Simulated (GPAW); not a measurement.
## Work function of Na/Pt(110) at several levels

Aim: the work function of both faces of Na/Pt(110), and its spread over functionals and bases.

Main program and level: GPAW 26.7.0; GPAW, PAW setups; slab in vacuum, relaxation, in the first sound run; inputs show where later runs differ.

**1. The structure**

The cell holds 6 atoms: 5 Pt and 1 Na. Cell: a = 3.920 Å, b = 2.772 Å, c = 24.036 Å, α = 90.0°, β = 90.0°, γ = 90.0°. Vacuum lies along c.

**2. Relaxation**

Forces are removed first; all later runs use this geometry. The lowest 3 atoms are held at bulk positions and keep their forces.

The input, run.py:

```python
import json
import numpy as np
from ase import Atoms
from ase.constraints import FixAtoms
from ase.optimize import BFGS
from gpaw import GPAW, PW

slab = Atoms(
    ['Pt', 'Pt', 'Pt', 'Pt', 'Pt', 'Na'],
    positions=[
        [0.00000, 0.00000, 8.00000],
        [1.96000, 1.38593, 9.38593],
        [0.00000, 0.00000, 10.77186],
        [1.96000, 1.38593, 12.15779],
        [0.00000, 0.00000, 13.54372],
        [1.96000, 0.00000, 16.03643]],
    cell=[[3.92, 0.0, 0.0], [0.0, 2.77186, 0.0], [0.0, 0.0, 24.03643]],
    pbc=[True, True, False])

slab.calc = GPAW(mode=PW(400), xc='PBE', kpts={'size': (8, 11, 1), 'gamma': True},
                 occupations={'name': 'fermi-dirac', 'width': 0.1}, nbands='160%',
                 convergence={'density': 1e-05}, maxiter=200,
                 poissonsolver={'dipolelayer': 'xy'},
                 symmetry={'tolerance': 1e-3, 'extra_ids': [1, 1, 1, 0, 0, 0]}, txt='slab.txt')
result = {}
slab.set_constraint(FixAtoms([0, 1, 2]))
path = []
opt = BFGS(slab, maxstep=0.2)
opt.attach(lambda: path.append((slab.get_potential_energy(), slab.positions.tolist(), slab.get_forces().tolist())))
result['relaxed'] = bool(opt.run(fmax=0.03, steps=40))
result['path'] = path
energy = slab.get_potential_energy()
fermi = slab.calc.get_fermi_level()
v = slab.calc.get_electrostatic_potential().mean((0, 1)) - fermi
n = slab.calc.get_pseudo_density().mean((0, 1))
L = slab.cell[2, 2]
z = np.arange(len(v)) * L / len(v)
low, high = slab.positions[:, 2].min(), slab.positions[:, 2].max()
below, above = np.interp([low - 5.8, high + 5.8], z, v)
slopes = [np.interp(x, z, np.gradient(v, z)) for x in (low - 5.8, high + 5.8)]
eps = np.array([[slab.calc.get_eigenvalues(k, s) for k in range(len(slab.calc.get_ibz_k_points()))]
                for s in range(slab.calc.get_number_of_spins())]) - fermi
top, bottom = eps[eps < 0].max(), eps[eps > 0].min()
dipole = slab.get_dipole_moment()[2]
print(f'energy {energy:.4f} eV, Fermi level {fermi:.4f} eV, dipole {dipole:.5f} e A')
print(f'potential 5.8 A off the faces, from the Fermi level: lower {below:.4f} eV, upper {above:.4f} eV')
print(f'slope of the potential there: lower {slopes[0]:.5f}, upper {slopes[1]:.5f} eV/A')
print(f'nearest levels on the mesh: {top:.4f} and {bottom:.4f} eV')
print('magnetic moment', round(slab.get_magnetic_moment(), 3))
result.update(energy=energy, fermi=fermi, dipole=dipole, below=below, above=above, slopes=slopes, edges=[top, bottom],
              z=z.tolist(), v=v.tolist(), n=n.tolist(), positions=slab.positions.tolist(),
              forces=slab.get_forces(apply_constraint=False).tolist(), moments=slab.get_magnetic_moments().tolist())
json.dump(result, open('result.json', 'w'))
```

On the command line:

```
> OMP_NUM_THREADS=1 OPENBLAS_NUM_THREADS=1 python run.py
```

The log of the run:

```text
Step          Energy          fmax
BFGS:    0      -31.464228        1.268703
BFGS:    1      -31.493332        1.109871
BFGS:    2      -31.654431        0.563830
BFGS:    3      -31.671718        0.507793
BFGS:    4      -31.685126        0.460071
BFGS:    5      -31.699928        0.483515
BFGS:    6      -31.717264        0.359737
BFGS:    7      -31.730062        0.400328
BFGS:    8      -31.735423        0.419203
BFGS:    9      -31.740788        0.391656
BFGS:   10      -31.755805        0.287251
BFGS:   11      -31.770137        0.268462
BFGS:   12      -31.777569        0.087254
BFGS:   13      -31.778269        0.010465
energy -31.6359 eV, Fermi level 1.1839 eV, dipole 0.16907 e A
potential 5.8 A off the faces, from the Fermi level: lower 5.2591 eV, upper 2.4431 eV
slope of the potential there: lower -0.00005, upper 0.00126 eV/A
nearest levels on the mesh: -0.0094 and 0.0165 eV
magnetic moment 0.0
```

Elapsed: 79 min, on 1 thread of Arm Neoverse V1, shared host; peak memory 0.39 GiB.

The steps of the relaxation:

| step | energy less that of the first step (eV) | largest force (eV/Å) |
| --- | --- | --- |
| 1 | 0.0000 | 1.2687 |
| 2 | -0.0295 | 1.1099 |
| 3 | -0.1939 | 0.5638 |
| 4 | -0.2121 | 0.5078 |
| 5 | -0.2264 | 0.4601 |
| 6 | -0.2419 | 0.4835 |
| 7 | -0.2595 | 0.3597 |
| 8 | -0.2723 | 0.4003 |
| 9 | -0.2775 | 0.4192 |
| 10 | -0.2830 | 0.3917 |
| 11 | -0.2990 | 0.2873 |
| 12 | -0.3148 | 0.2685 |
| 13 | -0.3235 | 0.0873 |
| 14 | -0.3244 | 0.0105 |

The atoms that moved most (Å):

| atom | dx | dy | dz | length |
| --- | --- | --- | --- | --- |
| Na6 | 0.000 | 0.000 | -0.505 | 0.505 |
| Pt4 | 0.000 | 0.000 | 0.153 | 0.153 |
| Pt5 | 0.000 | 0.000 | 0.023 | 0.023 |

Final coordinates:

```cif
data_structure
_symmetry_space_group_name_H-M 'P 1'
_symmetry_Int_Tables_number 1
_cell_length_a 3.9200
_cell_length_b 2.7719
_cell_length_c 24.0364
_cell_angle_alpha 90.000
_cell_angle_beta 90.000
_cell_angle_gamma 90.000
_cell_volume 261.17
loop_
_atom_site_label
_atom_site_type_symbol
_atom_site_fract_x
_atom_site_fract_y
_atom_site_fract_z
_atom_site_occupancy
Pt1 Pt 0.00000 0.00000 0.33283 1
Pt2 Pt 0.50000 0.50000 0.39049 1
Pt3 Pt 0.00000 0.00000 0.44815 1
Pt4 Pt 0.50000 0.50000 0.51218 1
Pt5 Pt 0.00000 0.00000 0.56441 1
Na6 Na 0.50000 0.00000 0.64616 1
```

Numbers from this step:

* dipole along the normal: 0.1691 e·Å
* levels nearest the Fermi level on the mesh: -0.009356, 0.01648 eV from the Fermi level
* upper work function: 2.443 eV
* lower work function: 5.259 eV

The electrostatic potential energy of an electron (without an applied field's), less the Fermi level, planar mean oscillates, so the rows of the table below give means over windows of 0.5 Å about each position, cut where the curve ends. Its maxima inside the range that stand out by 2 % of the span (Å: eV): 2.04: 5.26, 8.69: -7.72, 10.09: -8.24, 11.59: -5.79, 12.98: -10.5, 14.70: 0.599. Its minima: 8.05: -14.9, 9.44: -15.8, 10.73: -15.6, 12.34: -16.1, 13.52: -15.6, 15.56: -3.77.

Table of electrostatic potential energy of an electron (without an applied field's), less the Fermi level, planar mean by z; means over each step:

| z (Å) | electrostatic potential energy of an electron (without an applied field's), less the Fermi level, planar mean (eV) |
| --- | --- |
| 0.0 | 4.37 |
| 0.5 | 5.18 |
| 1.0 | 5.26 |
| 1.5 | 5.26 |
| 2.0 | 5.26 |
| 2.5 | 5.26 |
| 3.0 | 5.26 |
| 3.5 | 5.26 |
| 4.0 | 5.26 |
| 4.5 | 5.26 |
| 5.0 | 5.25 |
| 5.5 | 5.21 |
| 6.0 | 5.07 |
| 6.5 | 4.52 |
| 7.0 | 2.14 |
| 7.5 | -5.74 |
| 8.0 | -13.8 |
| 8.5 | -9.51 |
| 9.0 | -11.2 |
| 9.5 | -14.6 |
| 10.0 | -9.29 |
| 10.5 | -12.9 |
| 11.0 | -12.9 |
| 11.5 | -6.62 |
| 12.0 | -11.8 |
| 12.5 | -14.5 |
| 13.0 | -11.3 |
| 13.5 | -14.6 |
| 14.0 | -7.96 |
| 14.5 | -0.367 |
| 15.0 | -0.652 |
| 15.5 | -3.36 |
| 16.0 | -1.93 |
| 16.5 | 0.281 |
| 17.0 | 1.40 |
| 17.5 | 1.96 |
| 18.0 | 2.22 |
| 18.5 | 2.35 |
| 19.0 | 2.40 |
| 19.5 | 2.43 |
| 20.0 | 2.44 |
| 20.5 | 2.44 |
| 21.0 | 2.44 |
| 21.5 | 2.44 |
| 22.0 | 2.44 |
| 22.5 | 2.44 |
| 23.0 | 2.44 |
| 23.5 | 2.50 |

Pseudo valence density, planar mean against z:

| z (Å) | pseudo valence density, planar mean (e/Å³) |
| --- | --- |
| 0.00 | 0 |
| 0.64 | 0 |
| 1.29 | 0 |
| 1.93 | 0 |
| 2.58 | 0 |
| 3.22 | 3.8e-6 |
| 3.86 | 2.1e-5 |
| 4.51 | 1.2e-4 |
| 5.15 | 6.8e-4 |
| 5.79 | 0.00402 |
| 6.44 | 0.0250 |
| 7.08 | 0.171 |
| 7.73 | 1.08 |
| 8.37 | 0.965 |
| 9.01 | 0.963 |
| 9.66 | 1.18 |
| 10.30 | 0.793 |
| 10.95 | 1.36 |
| 11.59 | 0.530 |
| 12.23 | 1.52 |
| 12.88 | 0.786 |
| 13.52 | 1.54 |
| 14.16 | 0.454 |
| 14.81 | 0.145 |
| 15.45 | 0.776 |
| 16.10 | 0.134 |
| 16.74 | 0.0160 |
| 17.38 | 0.00706 |
| 18.03 | 0.00291 |
| 18.67 | 0.00107 |
| 19.32 | 3.7e-4 |
| 19.96 | 1.3e-4 |
| 20.60 | 4.2e-5 |
| 21.25 | 1.4e-5 |
| 21.89 | 4.5e-6 |
| 22.53 | 1.6e-6 |
| 23.18 | 0 |
| 23.82 | 0 |

The relaxation lowered the energy of the cell by 0.324 eV (energies extrapolated to zero smearing; the optimiser's log prints free energies). The largest force left on a free atom is 0.010 eV/Å.

**3. Plane waves, PBE**

With the geometry fixed, the planar mean of the potential gives the vacuum level on each side.

This step: GPAW, PAW setups; slab in vacuum (GPAW 26.7.0).

run.py, as its differences from that of step 2:

```diff
@@ -3,4 +3,2 @@
 from ase import Atoms
-from ase.constraints import FixAtoms
-from ase.optimize import BFGS
 from gpaw import GPAW, PW
@@ -13,5 +11,5 @@
         [0.00000, 0.00000, 10.77186],
-        [1.96000, 1.38593, 12.15779],
-        [0.00000, 0.00000, 13.54372],
-        [1.96000, 0.00000, 16.03643]],
+        [1.96000, 1.38593, 12.31107],
+        [-0.00000, -0.00000, 13.56647],
+        [1.96000, -0.00000, 15.53128]],
     cell=[[3.92, 0.0, 0.0], [0.0, 2.77186, 0.0], [0.0, 0.0, 24.03643]],
@@ -23,10 +21,4 @@
                  poissonsolver={'dipolelayer': 'xy'},
-                 symmetry={'tolerance': 1e-3, 'extra_ids': [1, 1, 1, 0, 0, 0]}, txt='slab.txt')
+                 symmetry={'tolerance': 1e-3}, txt='slab.txt')
 result = {}
-slab.set_constraint(FixAtoms([0, 1, 2]))
-path = []
-opt = BFGS(slab, maxstep=0.2)
-opt.attach(lambda: path.append((slab.get_potential_energy(), slab.positions.tolist(), slab.get_forces().tolist())))
-result['relaxed'] = bool(opt.run(fmax=0.03, steps=40))
-result['path'] = path
 energy = slab.get_potential_energy()
```

The log of the run:

```text
energy -31.6359 eV, Fermi level 1.1838 eV, dipole 0.16904 e A
potential 5.8 A off the faces, from the Fermi level: lower 5.2591 eV, upper 2.4433 eV
slope of the potential there: lower -0.00005, upper 0.00126 eV/A
nearest levels on the mesh: -0.0093 and 0.0165 eV
magnetic moment 0.0
```

It took 7 min on 1 thread; peak memory 0.38 GiB.

Numbers from this step:

```yaml
dipole_along_the_normal: 0.1690 e·Å
levels_nearest_the_fermi_level_on_the_mesh: -0.009342, 0.01647 eV from the Fermi level
```

The electrostatic potential energy of an electron (without an applied field's), less the Fermi level, planar mean oscillates, so the rows of the table below give means over windows of 0.5 Å about each position, cut where the curve ends. Its maxima inside the range that stand out by 2 % of the span (Å: eV): 2.04: 5.26, 8.69: -7.72, 10.09: -8.24, 11.59: -5.79, 12.98: -10.5, 14.70: 0.599. Its minima: 8.05: -14.9, 9.44: -15.8, 10.73: -15.6, 12.34: -16.1, 13.52: -15.6, 15.56: -3.77.

Electrostatic potential energy of an electron (without an applied field's), less the Fermi level, planar mean against z; means over each step:

z (Å), electrostatic potential energy of an electron (without an applied field's), less the Fermi level, planar mean (eV) and a bar from the least value:
```
      0.0        4.4 #############################
      0.5        5.2 ##############################
      1.0        5.3 ##############################
      1.5        5.3 ##############################
      2.0        5.3 ##############################
      2.5        5.3 ##############################
      3.0        5.3 ##############################
      3.5        5.3 ##############################
      4.0        5.3 ##############################
      4.5        5.3 ##############################
      5.0        5.2 ##############################
      5.5        5.2 ##############################
      6.0        5.1 ##############################
      6.5        4.5 #############################
      7.0        2.1 #########################
      7.5       -5.7 #############
      8.0      -13.8 #
      8.5       -9.5 ########
      9.0      -11.2 #####
      9.5      -14.6 
     10.0       -9.3 ########
     10.5      -12.9 ###
     11.0      -12.9 ###
     11.5       -6.6 ############
     12.0      -11.8 ####
     12.5      -14.5 
     13.0      -11.3 #####
     13.5      -14.6 
     14.0       -8.0 ##########
     14.5       -0.4 ######################
     15.0       -0.7 #####################
     15.5       -3.4 #################
     16.0       -1.9 ###################
     16.5        0.3 ######################
     17.0        1.4 ########################
     17.5        2.0 #########################
     18.0        2.2 #########################
     18.5        2.3 ##########################
     19.0        2.4 ##########################
     19.5        2.4 ##########################
     20.0        2.4 ##########################
     20.5        2.4 ##########################
     21.0        2.4 ##########################
     21.5        2.4 ##########################
     22.0        2.4 ##########################
     22.5        2.4 ##########################
     23.0        2.4 ##########################
     23.5        2.5 ##########################
```

Pseudo valence density, planar mean against z:

(Unchanged from step 2.)

Force by atom:

| atom | x (eV/Å) | y (eV/Å) | z (eV/Å) | size |
| --- | --- | --- | --- | --- |
| Pt1 | 0.000 | 0.000 | 0.349 | 0.349 |
| Pt2 | 0.000 | 0.000 | -0.706 | 0.706 |
| Pt3 | 0.000 | 0.000 | 0.341 | 0.341 |
| Pt4 | 0.000 | 0.000 | 0.011 | 0.011 |
| Pt5 | 0.000 | 0.000 | 0.003 | 0.003 |
| Na6 | 0.000 | 0.000 | 0.002 | 0.002 |

The potential is flat to 0.001 eV/Å where it is read, so the vacuum is wide enough.

**4. OptPBE vdW: xc = "optPBE-vdW"**

The same geometry under optPBE-vdW, to see how far the functional moves the levels against the vacuum (the van der Waals functionals take revPBE setups).

run.py, as its differences from that of step 3:

```diff
@@ -17,3 +17,3 @@
 
-slab.calc = GPAW(mode=PW(400), xc='PBE', kpts={'size': (8, 11, 1), 'gamma': True},
+slab.calc = GPAW(mode=PW(400), xc='optPBE-vdW', kpts={'size': (8, 11, 1), 'gamma': True},
                  occupations={'name': 'fermi-dirac', 'width': 0.1}, nbands='160%',
```

The log of the run:

```text
energy -118.0721 eV, Fermi level 1.0734 eV, dipole 0.16998 e A
potential 5.8 A off the faces, from the Fermi level: lower 5.4492 eV, upper 2.6171 eV
slope of the potential there: lower -0.00007, upper 0.00250 eV/A
nearest levels on the mesh: -0.0024 and 0.0085 eV
magnetic moment 0.0
```

Run time: 6.7 min. Hardware: 1 thread; peak memory 0.54 GiB.

Numbers from this step:

- dipole along the normal: 0.1700 e·Å
- levels nearest the Fermi level on the mesh: -0.002354, 0.008526 eV from the Fermi level
- upper work function: 2.617 eV
- lower work function: 5.449 eV

The electrostatic potential energy of an electron (without an applied field's), less the Fermi level, planar mean oscillates, so the rows of the table below give means over windows of 1 Å about each position, cut where the curve ends. Its maxima inside the range that stand out by 2 % of the span (Å: eV): 1.6: 5.45, 8.7: -7.69, 10.1: -8.21, 11.6: -5.78, 13.0: -10.4, 14.7: 0.539. Its minima: 8.0: -14.8, 9.4: -15.7, 10.7: -15.6, 12.3: -16.0, 13.5: -15.5, 15.6: -3.79.

The electrostatic potential energy of an electron (without an applied field's), less the Fermi level, planar mean by z; means over each step:

z (Å), electrostatic potential energy of an electron (without an applied field's), less the Fermi level, planar mean (eV) and a bar from the least value:
```
        0        4.9 #############################
        1        5.4 ##############################
        2        5.4 ##############################
        3        5.4 ##############################
        4        5.4 ##############################
        5        5.4 ##############################
        6        5.2 ##############################
        7        1.5 #######################
        8      -11.7 #
        9      -11.5 ##
       10      -10.8 ###
       11      -11.8 #
       12      -11.3 ##
       13      -12.5 
       14       -8.0 ########
       15       -1.0 ###################
       16       -1.9 ##################
       17        1.4 #######################
       18        2.3 #########################
       19        2.6 #########################
       20        2.6 #########################
       21        2.6 #########################
       22        2.6 #########################
       23        2.6 #########################
```

The pseudo valence density, planar mean oscillates, so the rows of the table below give means over windows of 1 Å about each position, cut where the curve ends. Its maxima inside the range that stand out by 2 % of the span (Å: e/Å³): 7.9: 1.49, 9.4: 1.54, 10.7: 1.55, 12.2: 1.52, 13.5: 1.55, 15.5: 0.776. Its minima: 8.8: 0.678, 10.1: 0.639, 11.6: 0.528, 12.9: 0.785, 14.8: 0.144.

Table of pseudo valence density, planar mean by z; means over each step:

z (Å), pseudo valence density, planar mean (e/Å³) and a bar:
```
        4       0.00 
        5       0.00 
        6       0.01 
        7       0.19 #####
        8       1.13 ##############################
        9       1.04 ############################
       10       0.93 #########################
       11       1.09 #############################
       12       1.04 ############################
       13       1.08 #############################
       14       0.81 ######################
       15       0.34 #########
       16       0.32 #########
       17       0.01 
       18       0.00 
       19       0.00 
       20       0.00 
       21       0.00
```

Force by atom:

| atom | x (eV/Å) | y (eV/Å) | z (eV/Å) | size |
| --- | --- | --- | --- | --- |
| Pt1 | 0.000 | 0.000 | -0.277 | 0.277 |
| Pt2 | 0.000 | 0.000 | -0.795 | 0.795 |
| Pt3 | 0.000 | 0.000 | 0.390 | 0.390 |
| Pt4 | 0.000 | 0.000 | 0.025 | 0.025 |
| Pt5 | 0.000 | 0.000 | 0.544 | 0.544 |
| Na6 | 0.000 | 0.000 | 0.113 | 0.113 |

The upper face's work function is 2.617 eV, against 2.443 eV in the first plane-wave PBE run at this geometry.

**5. Self-consistent run: xc = "revPBE"**

The same geometry under revPBE, to see how far the functional moves the levels against the vacuum.

run.py, as its differences from that of step 4:

```diff
@@ -17,3 +17,3 @@
 
-slab.calc = GPAW(mode=PW(400), xc='optPBE-vdW', kpts={'size': (8, 11, 1), 'gamma': True},
+slab.calc = GPAW(mode=PW(400), xc='revPBE', kpts={'size': (8, 11, 1), 'gamma': True},
                  occupations={'name': 'fermi-dirac', 'width': 0.1}, nbands='160%',
```

The log of the run:

```text
energy -29.0336 eV, Fermi level 1.2782 eV, dipole 0.16462 e A
potential 5.8 A off the faces, from the Fermi level: lower 5.1158 eV, upper 2.3735 eV
slope of the potential there: lower -0.00004, upper 0.00148 eV/A
nearest levels on the mesh: -0.0095 and 0.0165 eV
magnetic moment 0.0
```

Wall time 6.4 min (1 thread); peak memory 0.38 GiB.

This step gave:

| Item | Value |
| --- | --- |
| dipole along the normal | 0.1646 e·Å |
| levels nearest the Fermi level on the mesh | -0.009531, 0.01646 eV from the Fermi level |
| upper work function | 2.374 eV |
| lower work function | 5.116 eV |

The electrostatic potential energy of an electron (without an applied field's), less the Fermi level, planar mean oscillates, so the rows of the table below give means over windows of 1 Å about each position, cut where the curve ends. Its maxima inside the range that stand out by 2 % of the span (Å: eV): 2.0: 5.12, 8.7: -7.77, 10.1: -8.30, 11.6: -5.85, 13.0: -10.5, 14.7: 0.479. Its minima: 8.0: -14.9, 9.4: -15.8, 10.7: -15.7, 12.3: -16.1, 13.5: -15.6, 15.6: -3.90.

Table of electrostatic potential energy of an electron (without an applied field's), less the Fermi level, planar mean by z; means over each step:

z (Å), electrostatic potential energy of an electron (without an applied field's), less the Fermi level, planar mean (eV) and a bar from the least value:
```
        0        4.6 #############################
        1        5.1 ##############################
        2        5.1 ##############################
        3        5.1 ##############################
        4        5.1 ##############################
        5        5.1 ##############################
        6        4.9 ##############################
        7        1.3 ########################
        8      -11.8 #
        9      -11.6 ##
       10      -10.9 ###
       11      -11.9 #
       12      -11.4 ##
       13      -12.7 
       14       -8.1 ########
       15       -1.1 ###################
       16       -2.0 ##################
       17        1.2 #######################
       18        2.1 #########################
       19        2.3 #########################
       20        2.4 #########################
       21        2.4 #########################
       22        2.4 #########################
       23        2.4 #########################
```

The upper face's work function is 2.374 eV, against 2.443 eV in the first plane-wave PBE run at this geometry.

(Continued in part 2 of 2.)

[Logs are printed without paths, hosts, clocks, repeated set-up lines and the standing remarks that a program may print on its own settings, such as how far it seeks lower states.]

[Hosts, paths, dates, database ids (printed as entryN), source tags and the programs' standing remarks are cut or masked in the printed files.]
